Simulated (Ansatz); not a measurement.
# Arsenene bilayer (AA') in a perpendicular field, part 3 of 3

Wanted: the out-of-plane response of the arsenene bilayer (AA'). A positive field points along +c.

Ansatz 0.2.0; plane-wave DFT, PBE-D3(BJ), Ansatz PAW (set soft_1); PAW set soft_1 (the session's first sound run).

So far. Step 8 (Atoms held, field 0.35 V/Å): The dipole is 0.175 e·Å, and the gap 1.031 eV.

## (9) Response, atoms held

This step: plane-wave DFT, PBE-D3(BJ), Ansatz PAW (set soft_1); response to a field along the normal, atoms held; PAW set soft_1 (Ansatz 0.2.0).

The dipoles give the slope, and the difference of two potentials shows where the field is screened.

This step gave:

```
equivalent conductor thickness p/(ε₀AE) : 8.181 Å
distance between the outer atoms        : 6.640 Å
```

The dipole of the cell by applied field:

| applied field (V/Å) | dipole of the cell (e·Å) |
| --- | --- |
| -0.200 | -0.0998 |
| -0.100 | -0.0499 |
| 0.000 | -5.2e-6 |
| 0.100 | 0.0499 |
| 0.200 | 0.0998 |
| 0.350 | 0.175 |

Local field over the applied field, running mean. From the potentials at -0.1 and 0.1 V/Å; running mean over 2.5 Å. Table of local field over applied field by z:

z (Å), local field over applied field and a bar:
```
      4.5      0.997 ##############################
      5.0      0.991 ##############################
      5.5      0.976 #############################
      6.0      0.943 ############################
      6.5      0.871 ##########################
      7.0      0.745 ######################
      7.5      0.580 #################
      8.0      0.402 ############
      8.5      0.230 ######
      9.0      0.099 ##
      9.5      0.034 
     10.0      0.033 
     10.5      0.094 ##
     11.0      0.203 #####
     11.5      0.317 #########
     12.0      0.389 ###########
     12.5      0.399 ###########
     13.0      0.343 ##########
     13.5      0.237 ######
     14.0      0.121 ###
     14.5      0.043 
     15.0      0.028 
     15.5      0.074 #
     16.0      0.188 #####
     16.5      0.352 ##########
     17.0      0.531 ################
     17.5      0.702 #####################
     18.0      0.841 #########################
     18.5      0.928 ############################
     19.0      0.970 #############################
     19.5      0.988 ##############################
     20.0      0.995 ##############################
     20.5      0.998 ##############################
```

Electrons, planar mean, per unit field. The induced electron density by z:

z (Å), induced electron density (e/Å³ per V/Å) and a bar from the least value:
```
        5    0.00004 ###############
        6    0.00029 ################
        7    0.00150 ######################
        8    0.00323 ##############################
        9    0.00097 ###################
       10   -0.00052 ############
       11   -0.00163 #######
       12   -0.00125 #########
       13    0.00243 ##########################
       14    0.00083 ###################
       15   -0.00016 ##############
       16   -0.00114 #########
       17   -0.00309 
       18   -0.00086 ###########
       19   -0.00015 ##############
       20   -0.00002 ###############
```

The smaller of the gaps on the path and on the k-mesh, counted as 0 under 0.03 eV. Table of gap by applied field:

```csv
applied field (V/Å),gap (eV)
-0.200,1.15
-0.100,1.22
0.000,1.27
0.100,1.22
0.200,1.15
0.350,1.03
```

By hand: between -0.1 and 0.1 V/Å the dipole changes by 0.09977 e·Å, a slope of 0.4988 e·Å²/V. A perfect conductor of thickness t has p = ε₀AEt, so t = 180.95 × 0.4988 / 11.033 = 8.18 Å (e/ε₀ = 180.95 V·Å, A in Å²).

The induced dipole is that of a conductor 8.18 Å thick.

## (10) A changed input: basis.xc_grid = 1 and hamiltonian.xc = "lda"

This step: plane-wave DFT, PBE-D3(BJ), Ansatz PAW (set soft_1), but for the change named below (Ansatz 0.2.0).

A run with a changed input: it repeats the earlier run at 0.1 V/Å with basis.xc_grid to 1 and hamiltonian.xc from pbe to lda.

The input, input.yaml:

```yaml
crystal:
  lattice:
    - [3.5693570726, 0.0, 0.0]
    - [-1.7846785363, 3.0911539001, 0.0]
    - [0.0, 0.0, 24.6401969148]
  atoms:
    - { symbol: As, position: [0.6666666667, 0.3333333333, 0.3652568212] }
    - { symbol: As, position: [0.3333333333, 0.6666666667, 0.4220240449] }
    - { symbol: As, position: [0.3333333333, 0.6666666667, 0.5779759551] }
    - { symbol: As, position: [0.6666666667, 0.3333333333, 0.6347431788] }
kpoints:
  mp_grid: { grid: [18, 18, 1] }
  band_path:
    path: [[0, 0, 0], [0.5, 0, 0], [0.33333333, 0.33333333, 0], [0, 0, 0]]
    npoints: 16
hamiltonian:
  xc: lda
  dispersion: d3bj
  pseudopotentials: { kind: paw, azcp: { folder: soft_1 }, xc_functional: pbe }
scf:
  occupations: { method: fermi_dirac, width: 0.02585 }
  convergence: { dr2_threshold: 1.0e-10 }
efield:
  axis: 3
  dipole_correction: true
  ramp_position: 0.955
  ramp_width: 0.0901
  amplitude: 0.1
output:
  write_potential: true
  write_density: true
  volumetric_format: npy
basis:
  xc_grid: 1
```

The run is started by

```sh
ansatz run input.yaml --threads 4 --pin off --max-ram 6144MiB --backend cpu --events-out ev --progress --plain --runs-dir out
```

Numbers of over 12 decimals in the logs are rounded to 6 here.

The log of the run:

```text
Warning: the engine holds no damping parameters fitted to this dispersion correction and functional, so the run takes those fitted to pbe (hamiltonian.dispersion, under Limitations)
[...]
Crystal: 4 atoms, lattice volume = 271.866 Å³
Basis set: ecut = 420 eV, 5237 PW (Γ)
Bands: 36, of which v1, the nominal top of the filled ones, is band 30 counted from 1 (29 counted from 0)
Symmetry: 6 space group operations
k-points: 37 of 324 (time reversal used)
[...]
SCF iter  12: F=-19095.115192 eV  HF=-19095.115192 eV  |F-HF|=9.82e-11  |Δ(HF+E_count)|=  1.20e-10  Δρ=6.13e-8  dr2=4.96e-11  ethr=1.00e-12  p=0.050 e·Å  D=3.34e-2 V/Å  ΔV_dip=-0.82 eV  dr2_dipole=2.04e-12  V_vac-E_F(+/−)=5.53/4.19 eV  ⟨swp⟩=5.7  Hψ=3998  notcnv=0
SCF 1 converged in 12 iterations: F = -19095.115192 eV  dr2 = 4.96e-11
[...]
SCF converged after 12 iterations
Free energy (F): -19095.115192 eV
[...]
Internal energy: -19095.115192 eV  (E = F + TS)
E sigma→0 (E₀):  -19095.115192 eV
Fermi energy:    -0.302340 eV
Dipole field:    D = 0.033399 V/Å  (p = 0.050180 e·Å, saw-weighted, corrected)
Work function:   not extracted (applied field tilts the vacuum); planar V_es + V_field profile in the machine report
[...]
--- Band table (eV; the first three rows and the last of 37) ---
  k-point 0: bands = [... 26 lower, -0.9595, -0.9595, -0.8507, -0.8507, 0.8557, 1.3129, 2.5041, 2.5041, ... 2 higher]
  k-point 1: bands = [... 26 lower, -1.3557, -1.0598, -1.0312, -0.9509, 1.2703, 1.6817, 2.3962, 2.5464, ... 2 higher]
  k-point 2: bands = [... 26 lower, -2.0188, -1.3165, -1.2075, -1.0008, 1.5337, 1.8053, 2.5046, 2.8410, ... 2 higher]
  k-point 36: bands = [... 26 lower, -3.3618, -3.1136, -2.9458, -2.7398, 0.6288, 1.0844, 3.0831, 3.0846, ... 2 higher]
```

It took 17 s on 4 threads of Arm Neoverse V1, shared host; peak memory 0.7 GiB; 65 s of CPU time.

Numbers from this step:

```yaml
gap_on_the_k_mesh: 1.116 eV
dipole_along_the_normal: 0.05018 e·Å
gap_along_the_path: 1.117 eV
smallest_direct_gap_along_the_path: 1.540 eV
gap_the_smaller_of_path_and_mesh: 1.116 eV
```

Electronic bands along the path, in eV, zero at the Fermi level of the run, which the smearing sets inside the gap:

| point | band 27 | band 28 | band 29 | band 30 | band 31 | band 32 | band 33 | band 34 |
| --- | --- | --- | --- | --- | --- | --- | --- | --- |
| Γ | -0.66 | -0.66 | -0.55 | -0.55 | 1.16 | 1.62 | 2.81 | 2.81 |
| halfway | -1.84 | -1.73 | -1.56 | -0.77 | 0.79 | 1.23 | 3.43 | 3.68 |
| M | -2.59 | -2.58 | -2.48 | -2.12 | 1.07 | 1.44 | 1.89 | 2.85 |
| halfway | -3.35 | -3.07 | -2.53 | -2.11 | 1.58 | 2.13 | 2.71 | 3.05 |
| K | -3.06 | -2.81 | -2.64 | -2.44 | 0.93 | 1.39 | 3.39 | 3.39 |
| halfway | -3.01 | -2.89 | -1.50 | -0.76 | 1.77 | 2.34 | 2.67 | 2.95 |
| Γ | -0.66 | -0.66 | -0.55 | -0.55 | 1.16 | 1.62 | 2.81 | 2.81 |

```csv
quantity,this run,earlier run,difference
dipole along the normal (e·Å),0.05018,0.04988,3.0e-4
gap along the path (eV),1.117,1.224,-0.11
smallest direct gap along the path (eV),1.540,1.650,-0.11
gap on the k-mesh (eV),1.116,1.222,-0.11
```

What moves beyond 0.01 in its unit (for the dipole 0.5 % and 5e-5 e·Å): smallest direct gap along the path (-0.11 eV), gap along the path (-0.107 eV), gap on the k-mesh (-0.106 eV) and dipole along the normal (+0.000297 e·Å).

## (11) A changed input

This step: plane-wave DFT, PBE-D3(BJ), Ansatz PAW (set soft_1) (Ansatz 0.2.0).

Another changed input: it repeats the earlier run at 0.1 V/Å with basis.ecutwfc to 33.1 Ry and crystal.symmetry to detect: false.

input.yaml: that of step 10 with these lines changed.

```diff
@@ -10,2 +10,3 @@
     - { symbol: As, position: [0.6666666667, 0.3333333333, 0.6347431788] }
+  symmetry: { detect: false }
 kpoints:
@@ -16,5 +17,5 @@
 hamiltonian:
-  xc: lda
+  xc: pbe
   dispersion: d3bj
-  pseudopotentials: { kind: paw, azcp: { folder: soft_1 }, xc_functional: pbe }
+  pseudopotentials: { kind: paw, azcp: { folder: soft_1 } }
 scf:
@@ -33,2 +34,2 @@
 basis:
-  xc_grid: 1
+  ecutwfc: "33.1 Ry"
```

The log of the run:

```text
[...]
Crystal: 4 atoms, lattice volume = 271.866 Å³
Basis set: ecut = 450.348442 eV, 5929 PW (Γ)
Bands: 36, of which v1, the nominal top of the filled ones, is band 30 counted from 1 (29 counted from 0)
Symmetry: 1 space group operations
k-points: 164 of 324 (time reversal used)
[...]
SCF iter  12: F=-19425.543464 eV  HF=-19425.543464 eV  |F-HF|=7.28e-12  |Δ(HF+E_count)|=  4.77e-10  Δρ=1.19e-7  dr2=3.69e-11  ethr=1.00e-12  p=0.050 e·Å  D=3.32e-2 V/Å  ΔV_dip=-0.82 eV  dr2_dipole=3.15e-12  V_vac-E_F(+/−)=5.25/3.90 eV  ⟨swp⟩=6.2  Hψ=18544  notcnv=0
SCF 1 converged in 12 iterations: F = -19425.543464 eV  dr2 = 3.69e-11
[...]
SCF converged after 12 iterations
Free energy (F): -19425.543464 eV
[...]
Internal energy: -19425.543464 eV  (E = F + TS)
E sigma→0 (E₀):  -19425.543464 eV
Fermi energy:    0.006111 eV
Dipole field:    D = 0.033202 V/Å  (p = 0.049884 e·Å, saw-weighted, corrected)
Work function:   not extracted (applied field tilts the vacuum); planar V_es + V_field profile in the machine report
[...]
--- Band table (eV; the first three rows and the last of 164) ---
  k-point 0: bands = [... 26 lower, -0.7083, -0.7083, -0.5946, -0.5946, 1.2696, 1.6953, 2.7860, 2.7860, ... 2 higher]
  k-point 1: bands = [... 26 lower, -1.0845, -0.8088, -0.7707, -0.6951, 1.6649, 2.0510, 2.6883, 2.8417, ... 2 higher]
  k-point 2: bands = [... 26 lower, -1.7388, -1.0664, -0.9525, -0.7415, 1.8811, 2.1346, 2.8489, 3.1313, ... 2 higher]
  k-point 163: bands = [... 26 lower, -2.6478, -2.6099, -2.5335, -2.1603, 1.1091, 1.4563, 1.9248, 2.8510, ... 2 higher]
```

The job ended after 66 s (4 threads; peak memory 1.9 GiB).

Numbers from this step:

| Item | Value |
| --- | --- |
| gap on the k-mesh | 1.222 eV |
| dipole along the normal | 0.04988 e·Å |
| gap along the path | 1.224 eV |
| smallest direct gap along the path | 1.650 eV |
| gap, the smaller of path and mesh | 1.222 eV |

Electronic bands along the path, in eV, zero at the Fermi level of the run, which the smearing sets inside the gap:

```csv
point,band 27,band 28,band 29,band 30,band 31,band 32,band 33,band 34
Γ,-0.71,-0.71,-0.60,-0.60,1.26,1.69,2.78,2.78
halfway,-1.90,-1.79,-1.60,-0.83,0.84,1.25,3.47,3.67
M,-2.65,-2.62,-2.54,-2.17,1.10,1.45,1.92,2.84
halfway,-3.41,-3.12,-2.58,-2.16,1.60,2.13,2.74,3.09
K,-3.11,-2.87,-2.70,-2.49,0.96,1.40,3.43,3.43
halfway,-3.06,-2.94,-1.55,-0.82,1.82,2.36,2.68,2.96
Γ,-0.71,-0.71,-0.60,-0.60,1.26,1.69,2.78,2.78
```

| quantity | this run | earlier run | difference |
| --- | --- | --- | --- |
| dipole along the normal (e·Å) | 0.04988 | 0.04988 | 1.1e-6 |
| gap along the path (eV) | 1.224 | 1.224 | -2.2e-5 |
| smallest direct gap along the path (eV) | 1.650 | 1.650 | -1.6e-5 |
| gap on the k-mesh (eV) | 1.222 | 1.222 | -2.5e-5 |

Nothing in the table moves by 0.01 in its unit (for the dipole 0.5 % and 5e-5 e·Å).

## (12) Outcome

```yaml
gap_without_field: 1.27 eV
ionisation_energy_upper_face: 5.26 eV
electron_affinity_upper_face: 3.99 eV
equivalent_conductor_thickness_atoms_held: 8.18 Å
```

In words: The induced dipole equals that of a perfect conductor 8.18 Å thick, while the outer atoms lie 6.64 Å apart; an out-of-plane ε follows only once a thickness t is chosen, by 1 − 1/ε = 8.18 Å / t. The gap goes from 1.27 eV to 1.03 eV at 0.35 V/Å. With the field reversed the gap is 1.15 eV at -0.2 V/Å. Semilocal functionals give gaps that are too small, and excitons are not included. Spin-orbit coupling is left out.

[Logs are printed without paths, hosts, clocks, repeated set-up lines and the standing remarks that a program may print on its own settings, such as how far it seeks lower states.]

[Hosts, paths, dates, database ids (printed as entryN), source tags and the programs' standing remarks are cut or masked in the printed files.]

[Maps of the electrostatic potential energy from Ansatz leave out the sawtooth potential of an applied field or a dipole correction, so their vacuum need not be flat; planar profiles and work functions include it.]
